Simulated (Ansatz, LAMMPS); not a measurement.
# Squeezing and shearing glassy 83GeO2-8Al2O3-8SrO (mol %) (111 atoms), part 4 of 4

How stiff is glassy 83GeO2-8Al2O3-8SrO (mol %) (111 atoms), and how do its levels respond to strain?

Ansatz 0.2.0; Kohn-Sham DFT, PBE, PAW (set soft_1), plane waves.

The cell: 30 Ge, 6 Al, 3 Sr and 72 O. The quench rate of 10 K/ps is many orders above laboratory rates. The starting topology of bonds comes from the classical model. The Brillouin zone is sampled at Γ only.

So far. Step 10 (Stretched by 1 % along x): The relaxation converged after 4 steps, 0.0802 eV below its start, with a largest force component of 0.039 eV/Å. Step 10 (Stretched by 1 % along x): Stretched by 1 % along x: the energy stands 0.0423 eV above that of the reference, at a pressure of -0.560 GPa.

**11. Compressed by 1 % along x**

The relaxed cell is strained along x alone, which gives the stiffness along x and its coupling to y and z.

The input, input.yaml:

```yaml
crystal:
  lattice:
    - [11.43823, -0.15678, 0.02767]
    - [-0.15521, 11.90735, -0.16126]
    - [0.02739, -0.16126, 11.63911]
  atoms:
    [... the 111 atom lines of step 4 ...]
kpoints:
  mp_grid: { grid: [1, 1, 1] }
hamiltonian:
  xc: pbe
  pseudopotentials: { kind: paw, azcp: { folder: soft_1 } }
scf:
  occupations: { method: gaussian, width: 0.025 }
output:
  forces: true
  eigenvalues: true
  stress: true
relax:
  f_tol: 0.05
  max_steps: 70
```

The run is started by

```
ansatz run input.yaml --threads 4 --pin off --max-ram 8192MiB --backend cpu --events-out ev --progress --plain --runs-dir out
```

Numbers of over 12 decimals in the logs are rounded to 6 here.

Log:

```text
[...]
Crystal: 111 atoms, lattice volume = 1584.647 Å³
Basis set: ecut = 420 eV, 30969 PW (Γ), exchange–correlation on 160×160×160 points (8 copies of the dense FFT grid, shifted against one another)
Bands: 561, of which v1, the nominal top of the filled ones, is band 450 counted from 1 (449 counted from 0)
Symmetry: 1 space group operations
[...]
k-points: 1
[...]
SCF iter   1: F=—  HF=-183619.820001 eV  |F-HF|=—  |Δ(HF+E_count)|=         —  Δρ=9.64e-2  dr2=1.20e2  ethr=3.10e-3  ⟨swp⟩=8.0  Hψ=2473  notcnv=0  defer=40
[...]
SCF iter   9: F=—  HF=-183583.720006 eV  |F-HF|=—  |Δ(HF+E_count)|=   1.24e-4  Δρ=5.34e-5  dr2=4.91e-5  ethr=9.71e-8  ⟨swp⟩=2.0  Hψ=753  notcnv=0  defer=104
SCF iter  10: F=-183583.720081 eV  HF=-183583.720074 eV  |F-HF|=6.75e-6  |Δ(HF+E_count)|=   6.77e-5  Δρ=2.49e-5  dr2=9.56e-6  ethr=5.45e-9  ⟨swp⟩=13.0  Hψ=2858  notcnv=0
SCF 1 converged in 10 iterations: F = -183583.720081 eV  dr2 = 9.56e-6
[...]
relax step   1: F+E_penalty+E_count = -183583.72008073 eV  Δ(F+E_penalty+E_count) = +0.000e0 eV  max|allowed force component| = 4.080e-1 eV/Å  Δτ_max = 0.0000 Å  (10 SCF iters, dr2 threshold 6.25e-5 eV, accepted)
[...]
relax step   2: F+E_penalty+E_count = -183583.78357293 eV  Δ(F+E_penalty+E_count) = -6.349e-2 eV  max|allowed force component| = 1.937e-1 eV/Å  Δτ_max = 0.0330 Å  (6 SCF iters, dr2 threshold 1.04e-5 eV, accepted)
[...]
relax step   3: F+E_penalty+E_count = -183583.81096131 eV  Δ(F+E_penalty+E_count) = -2.739e-2 eV  max|allowed force component| = 6.729e-2 eV/Å  Δτ_max = 0.0248 Å  (9 SCF iters, accepted)
relax step   4: F+E_penalty+E_count = -183583.75094716 eV  Δ(F+E_penalty+E_count) = +6.001e-2 eV  max|allowed force component| = 2.932e-1 eV/Å  Δτ_max = 0.0849 Å  (10 SCF iters, rejected (line search))
relax step   5: F+E_penalty+E_count = -183583.81845033 eV  Δ(F+E_penalty+E_count) = -7.489e-3 eV  max|allowed force component| = 5.125e-2 eV/Å  Δτ_max = 0.0321 Å  (10 SCF iters, accepted)
relax step   6: F+E_penalty+E_count = -183583.80897399 eV  Δ(F+E_penalty+E_count) = +9.476e-3 eV  max|allowed force component| = 1.447e-1 eV/Å  Δτ_max = 0.1000 Å  (9 SCF iters, rejected (line search))
[...]
relax step   7: F+E_penalty+E_count = -183583.82080506 eV  Δ(F+E_penalty+E_count) = -2.355e-3 eV  max|allowed force component| = 1.987e-2 eV/Å  Δτ_max = 0.0271 Å  (9 SCF iters, accepted)
SCF converged after 9 iterations
Free energy (F): -183583.820805 eV
[...]
Internal energy: -183583.820805 eV  (E = F + TS)
E sigma→0 (E₀):  -183583.820805 eV
Fermi energy:    5.382671 eV
[...]
Σ components = -183583.820805   (vs F -183583.820805, Δ=0.00e0)
--- Forces (eV/Å), atoms counted from 1 ---
  atom   1  Ge     0.01369665    -0.01247108    -0.00425593
  atom   2  Ge     0.01987444     0.00451750    -0.00218198
  atom   3  Ge    -0.00567510    -0.01825270    -0.00002377
  atom   4  Ge     0.00491716     0.00618414     0.00300969
[...]
atom 111  O      0.00836722     0.01418095    -0.00155920
  max |Σ_I F_I| component: 6.83e-5 eV/Å
--- Stress (GPa, compression-positive) ---
        0.771423       0.009629       0.044597
        0.009629       0.353071      -0.006312
        0.044599      -0.006314       0.299073
  P = ⅓ Tr σ = 0.4745 GPa (4.745 kbar)
--- Band table (eV) ---
[...]
--- Relaxed structure (7 steps of the walk, 5 accepted, 0 SCFs on fresh bases) ---
  F+E_penalty+E_count = -183583.82080506 eV   max|allowed force component| = 1.987e-2 eV/Å
  atoms:
    - { symbol: Ge, position: [0.898850, 0.950476, 0.800555] }
    - { symbol: Ge, position: [0.458898, 0.474792, 0.214894] }
    - { symbol: Ge, position: [0.491022, 0.037315, 0.650537] }
    - { symbol: Ge, position: [0.170930, 0.679762, 0.857543] }
[...]
- { symbol: O, position: [0.434680, 0.908472, 0.704345] }
```

It took 3.5 min on 4 threads of Arm Neoverse V2, shared host; peak memory 2.6 GiB.

The relaxation converged after 7 steps, 0.101 eV below its start, with a largest force component of 0.020 eV/Å.

Compressed by 1 % along x: the energy stands 0.0392 eV above that of the reference, at a pressure of 0.475 GPa.

**12. Pressure against volume**

Atoms are relaxed at each volume, in the scaled cell.

| volume change (%) | volume (Å³/atom) | energy change (meV/atom) | pressure (GPa) | largest move on relaxing (Å) | bonds | gap (eV) |
| --- | --- | --- | --- | --- | --- | --- |
| -10 | 12.978 | 25.60 | 5.91 | 0.60 | 172 | 2.49 |
| -6 | 13.555 | 9.00 | 3.42 | 0.44 | 171 | 2.31 |
| -3 | 13.988 | 2.19 | 1.65 | 0.26 | 170 | 2.26 |
| +0 | 14.420 | 0.00 | 0.02 | - | 169 | 2.19 |
| +3 | 14.853 | 2.18 | -1.60 | 0.19 | 166 | 2.09 |
| +6 | 15.286 | 8.29 | -2.95 | 0.54 | 167 | 2.00 |

**13. Uniaxial strain and shear**

Stress (GPa, compression positive) less that of the relaxed cell, atoms relaxed:

| strain | xx | yy | zz | xy | energy change (meV/atom) |
| --- | --- | --- | --- | --- | --- |
| stretched by 1 % along x | -0.901 | -0.432 | -0.399 | -0.008 | 0.38 |
| compressed by 1 % along x | 0.758 | 0.336 | 0.278 | 0.009 | 0.35 |

**14. Outcome**

The bulk modulus, from the slope of pressure against ln V over the three points nearest the relaxed volume, is 54.0 GPa; between neighbouring points the slope runs 57, 57, 53, 55 and 47 GPa from the smallest volume up, without a steady fall, so no pressure derivative is given. The count of bonds runs from 166 to 172 over the series, so at some points contacts cross the cutoffs. At -10 % and +6 % some atom moved by over 0.5 Å on relaxing, so those points may sit in another local minimum. The gap goes from 2.49 eV at the smallest volume to 2.00 eV at the largest, -2.8 eV per unit of ln V by a straight line, on the run's k-points. In the Cartesian axes of the cell, finite differences give C11 = 82.9, C12 = 38.4 and C13 = 33.8 GPa. The mean of C11, C12 and C13, which equals the bulk modulus in a cubic or isotropic solid, is 51.7 GPa: it agrees with the bulk modulus within 10 %.

**Limits.** Strains are finite and relaxations stop at the force tolerance of the input, which can leave moduli too stiff; they are those of a static cell at zero temperature. Volumes are changed with the cell's shape held, so in an anisotropic solid the modulus lies over the one under free hydrostatic load. The program notes that the SCF threshold of the relaxations is loose for the stress.

The DFT runs together took 41 min of wall time.

[Logs are printed without paths, hosts, clocks, repeated set-up lines and the standing remarks that a program may print on its own settings, such as how far it seeks lower states.]

[Hosts, paths, dates, database ids (printed as entryN), source tags and the programs' standing remarks are cut or masked in the printed files.]
